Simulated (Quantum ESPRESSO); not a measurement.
## Dielectric function and optical constants of SiC (Moissanite 3C)

Wanted: where SiC (Moissanite 3C) starts to absorb, how strongly, and its refractive index.

Method: DFT, PBE, plane waves with norm-conserving potentials (PseudoDojo), scalar-relativistic, independent-particle optical response without local fields and without the non-local commutator, in Quantum ESPRESSO 7.5.

## Step 1: The structure

It takes space group F-43m (No. 216, cubic). Conventional cell: a = 4.358 Å, b = 4.358 Å, c = 4.358 Å, α = 90.00°, β = 90.00°, γ = 90.00°. Si has 4 C at 1.89 Å nearest. C has 4 Si at 1.89 Å nearest. Farther neighbours are not listed.

## Step 2: Ground state

The self-consistent density comes first; it also tells whether there is a gap, which decides the occupations and the need for a Drude term.

This step: DFT, PBE, plane waves with norm-conserving potentials (PseudoDojo), scalar-relativistic, ground state (Quantum ESPRESSO 7.5).

The input, scf.in:

```
&control
  calculation = 'scf'
  prefix = 'x'
  outdir = './tmp'
  pseudo_dir = './'
  verbosity = 'high'
/
&system
  ibrav = 0
  nat = 2
  ntyp = 2
  ecutwfc = 70
  occupations = 'smearing'
  smearing = 'fd'
  degauss = 0.003675
  nbnd = 8
/
&electrons
  conv_thr = 1e-09
  electron_maxstep = 100
/
ATOMIC_SPECIES
  Si 1.0 Si.upf
  C 1.0 C.upf
CELL_PARAMETERS angstrom
  0.000000000000 2.179000000000 2.179000000000
  2.179000000000 0.000000000000 2.179000000000
  2.179000000000 2.179000000000 0.000000000000
ATOMIC_POSITIONS crystal
  Si 0.000000000000 0.000000000000 0.000000000000
  C 0.750000000000 0.750000000000 0.750000000000
K_POINTS automatic
  9 9 9 0 0 0
```

On the command line:

```bash
> mpirun -n 4 pw.x -nk 4 -in scf.in
```

The program printed:

```text
for quantum simulation of materials; please cite

     using ibrav=0 with symmetry is DISCOURAGED, use correct ibrav instead

     G-vector sticks info
     --------------------
     sticks:   dense  smooth     PW     G-vecs:    dense   smooth      PW
     Sum         649     649    199                11017    11017    1917

     Using Slab Decomposition

     bravais-lattice index     =            0
     lattice parameter (alat)  =       5.8233  a.u.
     unit-cell volume          =     139.6363 (a.u.)^3
     number of atoms/cell      =            2
     number of atomic types    =            2
     number of electrons       =         8.00
     number of Kohn-Sham states=            8
     kinetic-energy cutoff     =      70.0000  Ry
     charge density cutoff     =     280.0000  Ry
     scf convergence threshold =      1.0E-09
     mixing beta               =       0.7000
     number of iterations used =            8  plain     mixing
     Exchange-correlation= PBE
                           (   1   4   3   4   0   0   0)

     celldm(1)=   5.823326  celldm(2)=   0.000000  celldm(3)=   0.000000
     celldm(4)=   0.000000  celldm(5)=   0.000000  celldm(6)=   0.000000

     crystal axes: (cart. coord. in units of alat)
               a(1) = (   0.000000   0.707107   0.707107 )
               a(2) = (   0.707107   0.000000   0.707107 )
               a(3) = (   0.707107   0.707107   0.000000 )

     reciprocal axes: (cart. coord. in units 2 pi/alat)
               b(1) = ( -0.707107  0.707107  0.707107 )
               b(2) = (  0.707107 -0.707107  0.707107 )
               b(3) = (  0.707107  0.707107 -0.707107 )

     ./Si.upf
     Pseudo is Norm-conserving + core correction, Zval =  4.0
     Generated using ONCVPSP code by D. R. Hamann
     Using radial grid of 1510 points,  6 beta functions with:
                l(1) =   0
                l(2) =   0
                l(3) =   1
                l(4) =   1
                l(5) =   2
                l(6) =   2

     ./C.upf
     Pseudo is Norm-conserving + core correction, Zval =  4.0
     Generated using ONCVPSP code by D. R. Hamann
     Using radial grid of 1248 points,  4 beta functions with:
                l(1) =   0
                l(2) =   0
                l(3) =   1
                l(4) =   1

     atomic species   valence    mass     pseudopotential
     Si                4.00     1.00000     Si( 1.00)
     C                 4.00     1.00000     C ( 1.00)

     24 Sym. Ops. (no inversion) found

                                    s                        frac. trans.

     [... symmetry matrices left out ...]
   Cartesian axes

     site n.     atom                  positions (alat units)
         1        Si     tau(   1) = (   0.0000000   0.0000000   0.0000000  )
         2        C      tau(   2) = (   1.0606602   1.0606602   1.0606602  )

   Crystallographic axes

     site n.     atom                  positions (cryst. coord.)
         1        Si     tau(   1) = (  0.0000000  0.0000000  0.0000000  )
         2        C      tau(   2) = (  0.7500000  0.7500000  0.7500000  )

     number of k points=    35  Fermi-Dirac smearing, width (Ry)=  0.0037
                       cart. coord. in units 2pi/alat
        k(    1) = (   0.0000000   0.0000000   0.0000000), wk =   0.0027435
        k(    2) = (   0.0785674   0.0785674  -0.0785674), wk =   0.0219479
        k(    3) = (   0.1571348   0.1571348  -0.1571348), wk =   0.0219479
        k(    4) = (   0.2357023   0.2357023  -0.2357023), wk =   0.0219479
        k(    5) = (   0.3142697   0.3142697  -0.3142697), wk =   0.0219479
        k(    6) = (   0.1571348   0.0000000  -0.0000000), wk =   0.0164609
        k(    7) = (   0.2357023   0.0785674  -0.0785674), wk =   0.0658436
        k(    8) = (   0.3142697   0.1571348  -0.1571348), wk =   0.0658436
        k(    9) = (   0.3928371   0.2357023  -0.2357023), wk =   0.0658436
        k(   10) = (  -0.2357023  -0.3928371   0.3928371), wk =   0.0658436
        k(   11) = (  -0.1571348  -0.3142697   0.3142697), wk =   0.0658436
        k(   12) = (  -0.0785674  -0.2357023   0.2357023), wk =   0.0658436
        k(   13) = (  -0.0000000  -0.1571348   0.1571348), wk =   0.0329218
        k(   14) = (   0.3142697   0.0000000  -0.0000000), wk =   0.0164609
        k(   15) = (   0.3928371   0.0785674  -0.0785674), wk =   0.0658436
        k(   16) = (   0.4714045   0.1571348  -0.1571348), wk =   0.0658436
[...]
cryst. coord.
[...]
k(   28) = (   0.1111111   0.2222222  -0.4444444), wk =   0.1316872
        k(   29) = (   0.1111111   0.3333333   0.4444444), wk =   0.0658436
        k(   30) = (   0.1111111   0.3333333  -0.4444444), wk =   0.1316872
        k(   31) = (   0.1111111   0.3333333  -0.3333333), wk =   0.1316872
        k(   32) = (   0.1111111   0.3333333  -0.2222222), wk =   0.0658436
        k(   33) = (   0.1111111   0.4444444  -0.4444444), wk =   0.0658436
        k(   34) = (   0.1111111   0.4444444  -0.3333333), wk =   0.0658436
        k(   35) = (   0.2222222   0.4444444  -0.3333333), wk =   0.0658436

     Dense  grid:    11017 G-vectors     FFT dimensions: (  32,  32,  32)

     Initial potential from superposition of free atoms

     starting charge       7.9993, renormalised to       8.0000
     Starting wfcs are    8 randomized atomic wfcs

     Self-consistent Calculation

     iteration #  1     ecut=    70.00 Ry     beta= 0.70
     Davidson diagonalization with overlap

            41 MiB given to the printing process from OS
            12 MiB allocation reported by mallinfo(arena+hblkhd)
------------------
     ethr =  1.00E-02,  avg # of iterations =  4.3

     total energy              =     -20.37951857 Ry
     estimated scf accuracy    <       0.44036434 Ry

     iteration #  2     ecut=    70.00 Ry     beta= 0.70
     Davidson diagonalization with overlap

            47 MiB given to the printing process from OS
            15 MiB allocation reported by mallinfo(arena+hblkhd)
------------------
     ethr =  5.50E-03,  avg # of iterations =  2.0

     total energy              =     -20.51007856 Ry
     estimated scf accuracy    <       0.17052162 Ry

     iteration #  3     ecut=    70.00 Ry     beta= 0.70
     Davidson diagonalization with overlap

            47 MiB given to the printing process from OS
            15 MiB allocation reported by mallinfo(arena+hblkhd)
------------------
     ethr =  2.13E-03,  avg # of iterations =  1.0

     total energy              =     -20.53803228 Ry
     estimated scf accuracy    <       0.00208936 Ry

     iteration #  4     ecut=    70.00 Ry     beta= 0.70
     Davidson diagonalization with overlap

            48 MiB given to the printing process from OS
            16 MiB allocation reported by mallinfo(arena+hblkhd)
------------------
     ethr =  2.61E-05,  avg # of iterations =  4.1

     total energy              =     -20.53930949 Ry
     estimated scf accuracy    <       0.00105156 Ry

     iteration #  5     ecut=    70.00 Ry     beta= 0.70
     Davidson diagonalization with overlap

            48 MiB given to the printing process from OS
            16 MiB allocation reported by mallinfo(arena+hblkhd)
------------------
     ethr =  1.31E-05,  avg # of iterations =  1.2

     total energy              =     -20.53945043 Ry
     estimated scf accuracy    <       0.00001526 Ry

     iteration #  6     ecut=    70.00 Ry     beta= 0.70
     Davidson diagonalization with overlap

            48 MiB given to the printing process from OS
            16 MiB allocation reported by mallinfo(arena+hblkhd)
------------------
     ethr =  1.91E-07,  avg # of iterations =  3.7

     total energy              =     -20.53946417 Ry
     estimated scf accuracy    <       0.00001169 Ry

     iteration #  7     ecut=    70.00 Ry     beta= 0.70
     Davidson diagonalization with overlap

            49 MiB given to the printing process from OS
            17 MiB allocation reported by mallinfo(arena+hblkhd)
------------------
     ethr =  1.46E-07,  avg # of iterations =  1.3

     total energy              =     -20.53946447 Ry
     estimated scf accuracy    <       0.00000128 Ry

     iteration #  8     ecut=    70.00 Ry     beta= 0.70
     Davidson diagonalization with overlap

            49 MiB given to the printing process from OS
            17 MiB allocation reported by mallinfo(arena+hblkhd)
------------------
     ethr =  1.60E-08,  avg # of iterations =  2.0

     total energy              =     -20.53946483 Ry
     estimated scf accuracy    <          9.6E-09 Ry

     iteration #  9     ecut=    70.00 Ry     beta= 0.70
     Davidson diagonalization with overlap

            49 MiB given to the printing process from OS
            17 MiB allocation reported by mallinfo(arena+hblkhd)
------------------
     ethr =  1.20E-10,  avg # of iterations =  3.2

     total energy              =     -20.53946483 Ry
     estimated scf accuracy    <          7.7E-09 Ry

     iteration # 10     ecut=    70.00 Ry     beta= 0.70
     Davidson diagonalization with overlap

            50 MiB given to the printing process from OS
            18 MiB allocation reported by mallinfo(arena+hblkhd)
------------------
     ethr =  9.67E-11,  avg # of iterations =  1.0

     total energy              =     -20.53946484 Ry
     estimated scf accuracy    <          1.1E-09 Ry

     iteration # 11     ecut=    70.00 Ry     beta= 0.70
     Davidson diagonalization with overlap

            50 MiB given to the printing process from OS
            18 MiB allocation reported by mallinfo(arena+hblkhd)
------------------
     ethr =  1.38E-11,  avg # of iterations =  2.0

     End of self-consistent calculation

          k = 0.0000 0.0000 0.0000 (  1411 PWs)   bands (ev):

    -5.9142   9.4950   9.4950   9.4950  15.7181  16.8074  16.8074  16.8074

     occupation numbers
     1.0000   1.0000   1.0000   1.0000   0.0000   0.0000   0.0000   0.0000

          k = 0.0786 0.0786-0.0786 (  1393 PWs)   bands (ev):

    -5.6733   8.2804   9.3326   9.3326  15.9823  17.0972  17.0972  17.1793

     occupation numbers
     1.0000   1.0000   1.0000   1.0000   0.0000   0.0000   0.0000   0.0000

          k = 0.1571 0.1571-0.1571 (  1381 PWs)   bands (ev):

    -4.9644   5.8474   8.9793   8.9793  15.6011  17.4274  17.4274  18.5440

     occupation numbers
     1.0000   1.0000   1.0000   1.0000   0.0000   0.0000   0.0000   0.0000

          k = 0.2357 0.2357-0.2357 (  1380 PWs)   bands (ev):

    -3.8493   3.3152   8.6499   8.6499  15.1788  17.1451  17.1451  19.4118

     occupation numbers
     1.0000   1.0000   1.0000   1.0000   0.0000   0.0000   0.0000   0.0000

          k = 0.3143 0.3143-0.3143 (  1392 PWs)   bands (ev):

    -2.6177   1.3198   8.4647   8.4647  14.9541  16.7844  16.7844  19.5528

     occupation numbers
     1.0000   1.0000   1.0000   1.0000   0.0000   0.0000   0.0000   0.0000

          k = 0.1571 0.0000-0.0000 (  1395 PWs)   bands (ev):

    -5.5930   8.5842   8.9251   8.9251  15.8607  16.6023  17.6620  17.6620

     occupation numbers
     1.0000   1.0000   1.0000   1.0000   0.0000   0.0000   0.0000   0.0000

     [... further k points left out ...]

     the Fermi energy is    10.2439 ev

!    total energy              =     -20.53946484 Ry
     estimated scf accuracy    <          1.2E-11 Ry
     smearing contrib. (-TS)   =      -0.00000000 Ry
     internal energy E=F+TS    =     -20.53946483 Ry

     The total energy is F=E-TS. E is the sum of the following terms:
     one-electron contribution =       5.61603297 Ry
     hartree contribution      =       2.33343354 Ry
     xc contribution           =      -7.55770957 Ry
     ewald contribution        =     -20.93122177 Ry

     convergence has been achieved in  11 iterations

     XML data file, charge density, pseudopotentials, collected wavefunctions

                                        0.00s GPU  (     330 calls)

=------------------------------------------------------------------------------=
   JOB DONE.
=------------------------------------------------------------------------------=
```

Elapsed: 1.8 s, on 4 MPI ranks of Arm Neoverse V2, shared host; peak memory 0.05 GiB.

Read-outs, printed or worked out from the files:

| Item | Value |
| --- | --- |
| total energy | -20.54 Ry |
| gap on the k-mesh | 1.508 eV |
| direct gap on the mesh | 4.632 eV |

There is a gap, 1.51 eV on this mesh (points off the mesh can give less), so no carriers' term is needed.

[end of part 1 of 3]

[Machine, clock, banner and «Message from routine» lines are left out of the logs.]

[Logs are printed without paths, hosts, clocks, repeated set-up lines and the standing remarks that a program may print on its own settings, such as how far it seeks lower states.]

[Hosts, paths, dates, database ids (printed as entryN), source tags and the programs' standing remarks are cut or masked in the printed files.]
